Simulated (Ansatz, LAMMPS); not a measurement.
## Squeezing and shearing amorphous Si0.7Ge0.3 (120 atoms)

Aim: relax amorphous Si0.7Ge0.3 (120 atoms), then change its volume and shape to read moduli from the stress.

Main program and level: Ansatz 0.2.0; Kohn-Sham DFT, PBE, PAW (set soft_2), plane waves.

## (1) Starting point

The cell holds 120 atoms: 84 Si and 36 Ge. Cell: a = 13.770 Å, b = 13.770 Å, c = 13.770 Å, α = 90.0°, β = 90.0°, γ = 90.0°. 120 atoms (84 Si, 36 Ge) placed at random at 3.16 g/cm³, melted at 3500 K for 10 ps at fixed volume with the Tersoff potential (Tersoff, Phys. Rev. B 39, 5566 (1989)). Quenched from 3500 K to 700 K at 30 K/ps and fixed volume, held 5 ps, then minimised at fixed cell.

What the set-up can't give: The quench rate of 30 K/ps is orders of magnitude faster than experiment, which tends to freeze in extra defects. The network of bonds at the start is that of the classical potential that made the cell, and needn't be the one that DFT or experiment would give. Sampling is at Γ alone.

## (2) Single point at the start

The forces at the start show how far the geometry lies from a minimum of this functional.

File input.yaml:

```yaml
crystal:
  lattice:
    - [13.7704, 0.0, 0.0]
    - [0.0, 13.7704, 0.0]
    - [0.0, 0.0, 13.7704]
  atoms:
    - { symbol: Si, position: [0.82817, 0.31382, 0.25925] }
    - { symbol: Si, position: [0.28916, 0.06057, 0.01332] }
    - { symbol: Si, position: [0.19946, 0.93086, 0.08946] }
    - { symbol: Si, position: [0.27107, 0.73087, 0.86859] }
    - { symbol: Si, position: [0.7912, 0.51752, 0.44745] }
    - { symbol: Si, position: [0.28139, 0.0303, 0.44248] }
    - { symbol: Si, position: [0.86604, 0.0414, 0.11582] }
    - { symbol: Si, position: [0.59915, 0.66848, 0.27921] }
    - { symbol: Si, position: [0.40296, 0.2722, 0.1396] }
    - { symbol: Si, position: [0.81139, 0.75902, 0.08202] }
    - { symbol: Si, position: [0.3719, 0.74763, 0.44397] }
    - { symbol: Si, position: [0.75976, 0.11693, 0.47498] }
    - { symbol: Si, position: [0.56412, 0.34667, 0.87447] }
    - { symbol: Si, position: [0.64626, 0.12135, 0.34573] }
    - { symbol: Si, position: [0.9064, 0.74168, 0.53717] }
    - { symbol: Si, position: [0.6327, 0.47762, 0.48946] }
    - { symbol: Si, position: [0.18389, 0.02794, 0.71091] }
    - { symbol: Si, position: [0.43347, 0.45342, 0.90489] }
    - { symbol: Si, position: [0.53923, 0.76905, 0.40934] }
    - { symbol: Si, position: [0.70622, 0.3364, 0.76865] }
    - { symbol: Si, position: [0.30454, 0.35293, 0.26402] }
    - { symbol: Si, position: [0.13106, 0.51374, 0.49473] }
    - { symbol: Si, position: [0.13391, 0.6258, 0.85323] }
    - { symbol: Si, position: [0.08502, 0.60377, 0.16688] }
    - { symbol: Si, position: [0.2091, 0.24323, 0.65548] }
    - { symbol: Si, position: [0.17882, 0.19213, 0.96449] }
    - { symbol: Si, position: [0.7659, 0.62741, 0.31479] }
    - { symbol: Si, position: [0.07723, 0.78567, 0.58427] }
    - { symbol: Si, position: [0.65703, 0.36658, 0.01717] }
    - { symbol: Si, position: [0.90509, 0.15767, 0.24289] }
    - { symbol: Si, position: [0.66309, 0.78422, 0.00289] }
    - { symbol: Si, position: [0.03844, 0.07473, 0.48259] }
    - { symbol: Si, position: [0.56476, 0.62964, 0.5261] }
    - { symbol: Si, position: [0.72658, 0.15555, 0.8105] }
    - { symbol: Si, position: [0.61183, 0.94256, 0.95566] }
    - { symbol: Si, position: [0.04693, 0.14976, 0.06211] }
    - { symbol: Si, position: [0.85594, 0.58765, 0.59257] }
    - { symbol: Si, position: [0.8966, 0.06812, 0.38866] }
    - { symbol: Si, position: [0.81534, 0.88682, 0.74975] }
    - { symbol: Si, position: [0.88076, 0.73503, 0.8038] }
    - { symbol: Si, position: [0.25325, 0.64199, 0.18834] }
    - { symbol: Si, position: [0.78678, 0.90572, 0.18202] }
    - { symbol: Si, position: [0.3416, 0.40296, 0.03976] }
    - { symbol: Si, position: [0.87458, 0.37132, 0.41491] }
    - { symbol: Si, position: [0.30289, 0.46905, 0.51322] }
    - { symbol: Si, position: [0.20321, 0.89177, 0.82229] }
    - { symbol: Si, position: [0.65697, 0.35075, 0.60354] }
    - { symbol: Si, position: [0.41228, 0.09815, 0.12848] }
    - { symbol: Si, position: [0.5214, 0.5217, 0.23096] }
    - { symbol: Si, position: [0.99519, 0.41356, 0.74696] }
    - { symbol: Si, position: [0.1314, 0.33203, 0.26706] }
    - { symbol: Si, position: [0.64524, 0.99642, 0.22246] }
    - { symbol: Si, position: [0.6527, 0.70756, 0.64939] }
    - { symbol: Si, position: [0.51537, 0.76377, 0.75333] }
    - { symbol: Si, position: [0.3073, 0.10584, 0.60535] }
    - { symbol: Si, position: [0.03895, 0.9088, 0.9069] }
    - { symbol: Si, position: [0.12784, 0.03249, 0.33918] }
    - { symbol: Si, position: [0.93681, 0.77199, 0.96274] }
    - { symbol: Si, position: [0.8475, 0.90658, 0.34156] }
    - { symbol: Si, position: [0.72639, 0.9416, 0.48162] }
    - { symbol: Si, position: [0.93841, 0.27232, 0.65677] }
    - { symbol: Si, position: [0.06535, 0.43303, 0.1394] }
    - { symbol: Si, position: [0.35536, 0.50515, 0.18319] }
    - { symbol: Si, position: [0.77144, 0.82616, 0.59849] }
    - { symbol: Si, position: [0.49866, 0.2861, 0.6371] }
    - { symbol: Si, position: [0.42038, 0.20381, 0.50625] }
    - { symbol: Si, position: [0.59011, 0.07306, 0.07663] }
    - { symbol: Si, position: [0.03107, 0.7214, 0.28741] }
    - { symbol: Si, position: [0.7874, 0.5897, 0.14695] }
    - { symbol: Si, position: [0.01584, 0.53323, 0.62764] }
    - { symbol: Si, position: [0.3586, 0.67175, 0.72329] }
    - { symbol: Si, position: [0.39063, 0.01126, 0.28449] }
    - { symbol: Si, position: [0.82801, 0.3692, 0.98364] }
    - { symbol: Si, position: [0.80278, 0.27219, 0.54353] }
    - { symbol: Si, position: [0.34361, 0.97873, 0.87375] }
    - { symbol: Si, position: [0.76607, 0.61097, 0.75817] }
    - { symbol: Si, position: [0.38766, 0.35033, 0.41319] }
    - { symbol: Si, position: [0.63159, 0.67941, 0.86407] }
    [... 36 atom lines left out ...]
    - { symbol: Ge, position: [0.67683, 0.98127, 0.79651] }
    - { symbol: Ge, position: [0.88446, 0.43274, 0.13564] }
    - { symbol: Ge, position: [0.41249, 0.72577, 0.00938] }
    - { symbol: Ge, position: [0.75183, 0.11169, 0.99325] }
    - { symbol: Ge, position: [0.11835, 0.17048, 0.79868] }
    - { symbol: Ge, position: [0.95592, 0.98327, 0.76667] }
kpoints:
  mp_grid: { grid: [1, 1, 1] }
hamiltonian:
  xc: pbe
scf:
  occupations: { method: gaussian, width: 0.05 }
output:
  forces: true
```

The run is started by

```console
$ ansatz run input.yaml --threads 8 --pin off --max-ram 15872MiB --backend cpu --events-out ev --progress --plain --runs-dir out
```

Numbers of over 12 decimals in the logs are rounded to 6 here.

Output:

```text
[...]
Pseudopotentials: kind: paw
Pseudopotential: Si, paw, valence charge 4, recommended cutoff 420 eV (normal), Si.paw.azcp
Pseudopotential: Ge, paw, valence charge 14, recommended cutoff 420 eV (normal), Ge.paw.azcp
[... 5 lines on functional and potentials left out ...]
Crystal: 120 atoms, lattice volume = 2611.197 Å³
Basis set: ecut = 420 eV, 50883 PW (Γ), exchange–correlation on 192×192×192 points (8 copies of the dense FFT grid, shifted against one another)
Bands: 540, of which v1, the nominal top of the filled ones, is band 420 counted from 1 (419 counted from 0)
Symmetry: 1 space group operations
Space group: P1 (ITA 1), of the structure as read, at distance tolerance 1.4e-4 Å
k-points: 1
[... 5 lines on functional and potentials left out ...]
Initial density: superposition of atomic densities (neutral atoms: chi_scale 0, normalization atom), corrected by the library's trained network
Initial wavefunctions: pseudopotential atomic-orbital guess
[...]
SCF iter   1: F=—  HF=-207994.988398 eV  |F-HF|=—  |Δ(HF+E_count)|=         —  Δρ=3.55e-3  dr2=1.43e0  ethr=1.77e-3  ⟨swp⟩=6.0  Hψ=2184  notcnv=0  defer=28
preconditioner: auto → LDOS  [insulator: Δε(μ)=0.086 eV  Ē_g=7.526 eV  σ=0.050 eV  W_gap=0.77  n_scr=484 (ndim 8)  ℏωp=15.9 eV  f_vac=0.021  D(μ)=27.38/eV (n_scr^D=122)  ε∞_Penn≈5.5  β→1.0]
SCF iter   2: F=—  HF=-207994.876964 eV  |F-HF|=—  |Δ(HF+E_count)|=   1.11e-1  Δρ=1.91e-3  dr2=3.94e-1  ethr=1.70e-4  ⟨swp⟩=3.0  Hψ=778  notcnv=0  defer=111
SCF iter   3: F=—  HF=-207994.808690 eV  |F-HF|=—  |Δ(HF+E_count)|=   6.83e-2  Δρ=5.39e-4  dr2=3.51e-2  ethr=4.69e-5  ⟨swp⟩=2.0  Hψ=651  notcnv=0  defer=111
SCF iter   4: F=—  HF=-207994.804307 eV  |F-HF|=—  |Δ(HF+E_count)|=   4.38e-3  Δρ=1.72e-4  dr2=2.67e-3  ethr=4.18e-6  ⟨swp⟩=2.0  Hψ=598  notcnv=0  defer=57
automatic band count: iteration 4 solves 486 bands in place of 540: the levels show a gap, and the empty bands left out lie too high to hold charge; the band table lists the bands solved (type scf.n_extra_bands for more)
SCF iter   5: F=—  HF=-207994.804124 eV  |F-HF|=—  |Δ(HF+E_count)|=   1.83e-4  Δρ=6.85e-5  dr2=3.15e-4  ethr=3.18e-7  ⟨swp⟩=4.0  Hψ=1216  notcnv=0  defer=110
automatic band count: iteration 5 solves 540 bands in place of 486: the levels no longer show a gap clear of their residuals, so the SCF keeps every band
SCF iter   6: F=—  HF=-207994.804103 eV  |F-HF|=—  |Δ(HF+E_count)|=   2.14e-5  Δρ=2.63e-5  dr2=4.70e-5  ethr=3.75e-8  ⟨swp⟩=2.0  Hψ=1042  notcnv=0  defer=110
SCF iter   7: F=—  HF=-207994.804931 eV  |F-HF|=—  |Δ(HF+E_count)|=   8.28e-4  Δρ=1.04e-5  dr2=6.94e-6  ethr=5.60e-9  ⟨swp⟩=2.0  Hψ=851  notcnv=0  defer=110
SCF iter   8: F=—  HF=-207994.804931 eV  |F-HF|=—  |Δ(HF+E_count)|=   4.79e-7  Δρ=4.00e-6  dr2=1.27e-6  ethr=8.26e-10  ⟨swp⟩=2.0  Hψ=841  notcnv=0  defer=110
SCF iter   9: F=—  HF=-207994.804931 eV  |F-HF|=—  |Δ(HF+E_count)|=   7.51e-8  Δρ=1.56e-6  dr2=1.73e-7  ethr=1.51e-10  ⟨swp⟩=2.0  Hψ=603  notcnv=0  defer=110
SCF iter  10: F=-207994.804930 eV  HF=-207994.804931 eV  |F-HF|=2.14e-8  |Δ(HF+E_count)|=   1.10e-8  Δρ=6.31e-7  dr2=3.00e-8  ethr=1.19e-11  ⟨swp⟩=4.0  Hψ=1443  notcnv=0
SCF 1 converged in 10 iterations: F = -207994.804930 eV  dr2 = 3.00e-8
[...]
SCF converged after 10 iterations
Free energy (F): -207994.804930 eV
Harris-Foulkes:  -207994.804931 eV  (|F-HF|=2.14e-8)
Internal energy: -207994.754211 eV  (E = F + TS)
E sigma→0 (E₀):  -207994.779571 eV
Entropy (-TS):   -0.050719 eV (-0.423 meV/atom)
Fermi energy:    6.666409 eV
--- Per-component energies (eV) ---
[...]
Σ components = -207994.804930   (vs F -207994.804930, Δ=0.00e0)
--- Forces (eV/Å), atoms counted from 1 ---
  atom   1  Si    -0.19172536    -0.07768555     0.17142521
  atom   2  Si    -0.00786811     0.21057675     0.08534465
  atom   3  Si    -0.26706562     0.27906438    -0.19001735
  atom   4  Si     0.06402375    -0.21548377    -0.42825264
[...]
atom 120  Ge    -0.02042929    -0.04594008     0.13645224
  max |Σ_I F_I| component: 2.28e-5 eV/Å
```

It took 27 s on 8 threads of Intel Xeon Platinum 8259CL at 2.50GHz (Skylake/Cascade Lake), shared host; peak memory 3.8 GiB; 2.8 min of CPU time.

Reading the cycles: dr2 is the Hartree energy of the density residual (eV), the measure of convergence; HF is the Harris–Foulkes estimate of the energy, which meets the free energy F at convergence.

The r.m.s. force at the start is 0.26 eV/Å.

## (3) Cell and atoms relaxed

The cell is relaxed with the atoms, since the starting lattice needn't suit this functional.

File input.yaml:

```yaml
crystal:
  lattice:
    - [13.7704, 0.0, 0.0]
    - [0.0, 13.7704, 0.0]
    - [0.0, 0.0, 13.7704]
  atoms:
    [... the 120 atom lines of step 2 ...]
kpoints:
  mp_grid: { grid: [1, 1, 1] }
hamiltonian:
  xc: pbe
scf:
  occupations: { method: gaussian, width: 0.05 }
output:
  forces: true
relax:
  f_tol: 0.05
  max_steps: 150
  cell: {}
```

Output:

```text
[...]
Crystal: 120 atoms, lattice volume = 2611.197 Å³
Basis set: ecut = 420 eV, 50883 PW (Γ), exchange–correlation on 192×192×192 points (8 copies of the dense FFT grid, shifted against one another)
Bands: 540, of which v1, the nominal top of the filled ones, is band 420 counted from 1 (419 counted from 0)
Symmetry: 1 space group operations
[...]
k-points: 1
[...]
SCF iter   1: F=—  HF=-207994.988399 eV  |F-HF|=—  |Δ(HF+E_count)|=         —  Δρ=3.55e-3  dr2=1.43e0  ethr=1.77e-3  ⟨swp⟩=6.0  Hψ=2184  notcnv=0  defer=28
[...]
SCF iter   9: F=—  HF=-207994.804931 eV  |F-HF|=—  |Δ(HF+E_count)|=   7.93e-8  Δρ=1.57e-6  dr2=1.75e-7  ethr=1.51e-10  ⟨swp⟩=2.0  Hψ=606  notcnv=0  defer=111
SCF iter  10: F=-207994.804930 eV  HF=-207994.804931 eV  |F-HF|=2.13e-8  |Δ(HF+E_count)|=   1.15e-8  Δρ=6.29e-7  dr2=2.98e-8  ethr=1.19e-11  ⟨swp⟩=4.0  Hψ=1421  notcnv=0
SCF 1 converged in 10 iterations: F = -207994.804930 eV  dr2 = 2.98e-8
[...]
relax step   1: F+E_penalty+E_count = -207994.80493050 eV  Δ(F+E_penalty+E_count) = +0.000e0 eV  max|allowed force component| = 8.704e-1 eV/Å  Δτ_max = 0.0000 Å  P = -0.965 GPa  Ω = 2611.197 Å³  (10 SCF iters, dr2 threshold 1.00e-7 eV, accepted)
[... from here on, the SCF cycles and remarks between the steps are left out ...]
relax step   2: F+E_penalty+E_count = -207997.07736797 eV  Δ(F+E_penalty+E_count) = -2.272e0 eV  max|allowed force component| = 5.128e-1 eV/Å  Δτ_max = 0.1931 Å  P = -0.380 GPa  Ω = 2574.421 Å³  energy of the carried Pulay correction = +5.149e-3 eV  (7 SCF iters, dr2 threshold 1.20e-5 eV, accepted)
relax step   3: F+E_penalty+E_count = -207997.64967298 eV  Δ(F+E_penalty+E_count) = -5.723e-1 eV  max|allowed force component| = 4.142e-1 eV/Å  Δτ_max = 0.1327 Å  P = +0.081 GPa  Ω = 2553.358 Å³  energy of the carried Pulay correction = +8.132e-3 eV  (7 SCF iters, dr2 threshold 1.20e-5 eV, accepted)
relax step   4: F+E_penalty+E_count = -207997.94767083 eV  Δ(F+E_penalty+E_count) = -2.980e-1 eV  max|allowed force component| = 2.670e-1 eV/Å  Δτ_max = 0.2000 Å  P = +0.076 GPa  Ω = 2555.191 Å³  energy of the carried Pulay correction = +7.871e-3 eV  (6 SCF iters, dr2 threshold 1.07e-5 eV, accepted)
relax step   5: F+E_penalty+E_count = -207998.10170811 eV  Δ(F+E_penalty+E_count) = -1.540e-1 eV  max|allowed force component| = 3.386e-1 eV/Å  Δτ_max = 0.1944 Å  P = +0.008 GPa  Ω = 2560.508 Å³  energy of the carried Pulay correction = +7.117e-3 eV  (8 SCF iters, dr2 threshold 4.46e-6 eV, accepted)
relax step   6: F+E_penalty+E_count = -207998.10203495 eV  Δ(F+E_penalty+E_count) = -3.268e-4 eV  max|allowed force component| = 3.457e-1 eV/Å  Δτ_max = 0.2000 Å  P = +0.045 GPa  Ω = 2564.763 Å³  energy of the carried Pulay correction = +6.514e-3 eV  (7 SCF iters, dr2 threshold 7.16e-6 eV, accepted)
relax step   7: F+E_penalty+E_count = -207998.18754271 eV  Δ(F+E_penalty+E_count) = -8.551e-2 eV  max|allowed force component| = 7.051e-2 eV/Å  Δτ_max = 0.0836 Å  P = -0.017 GPa  Ω = 2565.376 Å³  energy of the carried Pulay correction = +6.427e-3 eV  (6 SCF iters, dr2 threshold 7.47e-6 eV, accepted)
relax step   8: F+E_penalty+E_count = -207998.19508653 eV  Δ(F+E_penalty+E_count) = -7.544e-3 eV  max|allowed force component| = 7.207e-2 eV/Å  Δτ_max = 0.0321 Å  P = -0.004 GPa  Ω = 2564.928 Å³  energy of the carried Pulay correction = +6.491e-3 eV  (7 SCF iters, dr2 threshold 3.11e-7 eV, accepted)
relax step   9: F+E_penalty+E_count = -207998.20320950 eV  Δ(F+E_penalty+E_count) = -8.123e-3 eV  max|allowed force component| = 4.922e-2 eV/Å  Δτ_max = 0.0629 Å  P = +0.006 GPa  Ω = 2565.066 Å³  energy of the carried Pulay correction = +6.471e-3 eV  (7 SCF iters, dr2 threshold 3.25e-7 eV, accepted)
relax step  10: F+E_penalty+E_count = -207998.20970857 eV  Δ(F+E_penalty+E_count) = -6.499e-3 eV  max|allowed force component| = 8.145e-2 eV/Å  Δτ_max = 0.1295 Å  P = -0.000 GPa  Ω = 2565.938 Å³  energy of the carried Pulay correction = +6.348e-3 eV  (11 SCF iters, accepted)
relax step  11: F+E_penalty+E_count = -207998.21513755 eV  Δ(F+E_penalty+E_count) = -5.429e-3 eV  max|allowed force component| = 3.560e-2 eV/Å  Δτ_max = 0.0327 Å  P = -0.005 GPa  Ω = 2566.006 Å³  energy of the carried Pulay correction = +6.338e-3 eV  (7 SCF iters, dr2 threshold 4.15e-7 eV, accepted)
relax step  12: F+E_penalty+E_count = -207998.22083687 eV  Δ(F+E_penalty+E_count) = -5.699e-3 eV  max|allowed force component| = 5.170e-2 eV/Å  Δτ_max = 0.0523 Å  P = -0.003 GPa  Ω = 2565.949 Å³  energy of the carried Pulay correction = +6.346e-3 eV  (11 SCF iters, accepted)
relax step  13: F+E_penalty+E_count = -207998.25728019 eV  Δ(F+E_penalty+E_count) = -3.644e-2 eV  max|allowed force component| = 3.149e-1 eV/Å  Δτ_max = 0.1950 Å  P = -0.016 GPa  Ω = 2566.543 Å³  energy of the carried Pulay correction = +6.262e-3 eV  (9 SCF iters, dr2 threshold 1.67e-7 eV, accepted)
relax step  14: F+E_penalty+E_count = -207998.37092692 eV  Δ(F+E_penalty+E_count) = -1.136e-1 eV  max|allowed force component| = 5.287e-1 eV/Å  Δτ_max = 0.1947 Å  P = -0.013 GPa  Ω = 2566.872 Å³  energy of the carried Pulay correction = +6.216e-3 eV  (7 SCF iters, dr2 threshold 6.20e-6 eV, accepted)
relax step  15: F+E_penalty+E_count = -207998.52872749 eV  Δ(F+E_penalty+E_count) = -1.578e-1 eV  max|allowed force component| = 3.945e-1 eV/Å  Δτ_max = 0.1946 Å  P = +0.000 GPa  Ω = 2567.618 Å³  energy of the carried Pulay correction = +6.110e-3 eV  (6 SCF iters, dr2 threshold 1.20e-5 eV, accepted)
relax step  16: F+E_penalty+E_count = -207998.67600125 eV  Δ(F+E_penalty+E_count) = -1.473e-1 eV  max|allowed force component| = 2.327e-1 eV/Å  Δτ_max = 0.1976 Å  P = +0.032 GPa  Ω = 2569.316 Å³  energy of the carried Pulay correction = +5.870e-3 eV  (6 SCF iters, dr2 threshold 9.73e-6 eV, accepted)
relax step  17: F+E_penalty+E_count = -207998.70227677 eV  Δ(F+E_penalty+E_count) = -2.628e-2 eV  max|allowed force component| = 6.047e-1 eV/Å  Δτ_max = 0.1924 Å  P = -0.024 GPa  Ω = 2572.622 Å³  energy of the carried Pulay correction = +5.403e-3 eV  (7 SCF iters, dr2 threshold 3.39e-6 eV, accepted)
relax step  18: F+E_penalty+E_count = -207998.56322634 eV  Δ(F+E_penalty+E_count) = +1.391e-1 eV  max|allowed force component| = 1.048e0 eV/Å  Δτ_max = 0.1430 Å  P = +0.023 GPa  Ω = 2572.210 Å³  energy of the carried Pulay correction = +5.461e-3 eV  (7 SCF iters, dr2 threshold 1.20e-5 eV, rejected (line search))
relax step  19: F+E_penalty+E_count = -207998.74612817 eV  Δ(F+E_penalty+E_count) = -4.385e-2 eV  max|allowed force component| = 1.792e-1 eV/Å  Δτ_max = 0.0715 Å  P = -0.000 GPa  Ω = 2572.098 Å³  energy of the carried Pulay correction = +5.477e-3 eV  (12 SCF iters, accepted)
relax step  20: F+E_penalty+E_count = -207998.76307605 eV  Δ(F+E_penalty+E_count) = -1.695e-2 eV  max|allowed force component| = 8.587e-2 eV/Å  Δτ_max = 0.0411 Å  P = +0.009 GPa  Ω = 2571.543 Å³  energy of the carried Pulay correction = +5.556e-3 eV  (7 SCF iters, dr2 threshold 2.01e-6 eV, accepted)
relax step  21: F+E_penalty+E_count = -207998.76899920 eV  Δ(F+E_penalty+E_count) = -5.923e-3 eV  max|allowed force component| = 1.811e-2 eV/Å  Δτ_max = 0.0148 Å  P = -0.000 GPa  Ω = 2571.768 Å³  energy of the carried Pulay correction = +5.524e-3 eV  (7 SCF iters, dr2 threshold 4.61e-7 eV, accepted)
relax step  22: F+E_penalty+E_count = -207998.76576305 eV  Δ(F+E_penalty+E_count) = +3.236e-3 eV  max|allowed force component| = 1.808e-2 eV/Å  Δτ_max = 0.0000 Å  P = -0.002 GPa  Ω = 2571.768 Å³  stress off target by 2.32e-2 GPa  SCF on the basis re-selected at this cell (its energy is not comparable with the rows above)  (7 SCF iters)
basis re-selected at this cell: Δ(F+E_penalty+E_count) = +3.236e-3 eV, ΔP = -0.002 GPa vs the last step (what re-selecting the basis moved, of the pressure what is left beyond the Pulay correction that the steps carried, after the strain that the cell walked since its last selection, [...]
SCF converged after 7 iterations
Free energy (F): -207998.765763 eV
[...]
Internal energy: -207998.765648 eV  (E = F + TS)
E sigma→0 (E₀):  -207998.765706 eV
Entropy (-TS):   -0.000115 eV (-0.001 meV/atom)
Fermi energy:    6.849308 eV
[...]
Σ components = -207998.765763   (vs F -207998.765763, Δ=0.00e0)
--- Forces (eV/Å), atoms counted from 1 ---
  atom   1  Si     0.00049655    -0.00156131     0.00522989
  atom   2  Si    -0.00081376     0.00123098     0.00626935
  atom   3  Si     0.00287895    -0.00375666     0.00169461
  atom   4  Si     0.00641376     0.00258183     0.00880782
[...]
atom 120  Ge    -0.00233756     0.00374388    -0.00044495
  max |Σ_I F_I| component: 2.42e-6 eV/Å
--- Stress (GPa, compression-positive) ---
       -0.002829      -0.001471      -0.015343
       -0.001471       0.006656       0.007325
       -0.015343       0.007325      -0.010300
  P = ⅓ Tr σ = -0.0022 GPa (-0.022 kbar)
--- Relaxed structure (21 steps of the walk, 20 accepted, 1 SCFs on fresh bases) ---
  F+E_penalty+E_count = -207998.76576305 eV   max|allowed force component| = 1.808e-2 eV/Å   (the final SCF, on the basis selected at the relaxed cell)
  cell:  # Å, volume = 2571.7683 Å³
    - [13.738487, 0.159836, 0.000807684]
    - [0.159836, 13.563526, 0.036546]
    - [0.000807684, 0.036546, 13.803302]
  atoms:
    - { symbol: Si, position: [0.828612, 0.308196, 0.248215] }
    - { symbol: Si, position: [0.285171, 0.064362, 0.025910] }
    - { symbol: Si, position: [0.196607, 0.932098, 0.103185] }
    - { symbol: Si, position: [0.258876, 0.724514, 0.853896] }
[...]
- { symbol: Ge, position: [0.950971, 0.981032, 0.756510] }
```

It took 9.6 min on 8 threads; peak memory 3.9 GiB.

The relaxation converged after 21 steps, with a largest force component of 0.018 eV/Å.

(Continued in part 2 of 3.)

[Logs are printed without paths, hosts, clocks, repeated set-up lines and the standing remarks that a program may print on its own settings, such as how far it seeks lower states.]

[Hosts, paths, dates, database ids (printed as entryN), source tags and the programs' standing remarks are cut or masked in the printed files.]
